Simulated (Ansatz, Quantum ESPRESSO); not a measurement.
**Ni (fcc): bulk modulus from a few volumes**

How stiff is fcc Ni under hydrostatic load? Each row relaxes cell and atoms at a set pressure. The phase is followed to these pressures whether or not it stays the stable one.

Calculated with Quantum ESPRESSO 7.5, PBEsol, GBRV 1.5 ultrasoft potentials, cutoff 680 eV, Fermi–Dirac smearing 0.05 eV, k-mesh 21×21×21, ferromagnetic start, no spin-orbit coupling.

Reference cell, relaxed at zero pressure with PBEsol (Fm-3m): a = 2.4485 Å, b = 2.4485 Å, c = 2.4485 Å, α = 60.00°, β = 60.00°, γ = 60.00°.

```
atom       x       y       z
  Ni  0.0000  0.0000  0.0000
```

| V (Å³/atom) | V/V0 | P (GPa) | E − E0 (meV/atom) |
| --- | --- | --- | --- |
| 10.5757 | 1.0189 | −4.038 | 2.3 |
| 10.1651 | 0.9793 | 5.049 | 3.6 |
| 9.8030 | 0.9444 | 15.089 | 26.3 |
| 9.6454 | 0.9292 | 20.148 | 43.8 |
| 9.3705 | 0.9028 | 30.148 | 87.0 |

V0 = 10.3798 Å³ an atom, where the residual pressure P0 is +0.005 GPa. **Question.** Fit the Birch–Murnaghan law and give the pressure and the energy at V = 9.9744 Å³ an atom, a row left out above.

With the Eulerian strain f = ½[(V0/V)^(2/3) − 1] and F = (P − P0)/[3f(1 + 2f)^(5/2)], the third-order law is the line F = B0 + (3/2) B0 (B′ − 4) f.

```
       f  F (GPa)
 0.03529   240.10
 0.02507   237.01
 0.01943   235.31
 0.00702   231.44
−0.00619   224.47
```

A straight line through the 5 rows: the means are 0.01612 for f and 233.67 for F, Σ(Δx)² = 0.001039 and ΣΔxΔy = 0.3841, so the slope is 0.3841/0.001039 = 369.68 and the intercept 233.67 − (369.68)(0.01612) = 227.71.

Hence B0 = 227.7 GPa and B′ = 4 + (369.7)/(1.5 × 227.7) = 5.08. For the withheld volume f = 0.01346, F = 232.68 GPa and P = 10.04 GPa. The run itself gives 10.08 GPa, so the estimate misses by 0.04 GPa; the fitted rows themselves lie up to 0.08 GPa off the law.

Integrating the same law gives E − E0 = (9/2) B0 V0 f²[1 + (B′ − 4) f] + P0(V0 − V), with 1 GPa Å³ = 6.2415 meV: 12.2 meV an atom. The run itself gives 12.7 meV, so the estimate misses by 0.5 meV; the fitted rows themselves lie up to 1.2 meV off the law.

The same fit over all rows at other levels or in other programs gives B0 = 230 GPa with PBEsol (Ansatz).

Measured volume: 10.941 Å³ an atom (doi:10.1007/BF01174717, 293 K), so V0 is −5.1 % off. A stiffness follows the volume as d ln B/d ln V = −B′, which moves B0 by about −23 % when it is taken at the measured volume.

The calculation is for a static lattice, while measurements hold thermal and zero-point motion.

[Logs are printed without paths, hosts, clocks, repeated set-up lines and the standing remarks that a program may print on its own settings, such as how far it seeks lower states.]
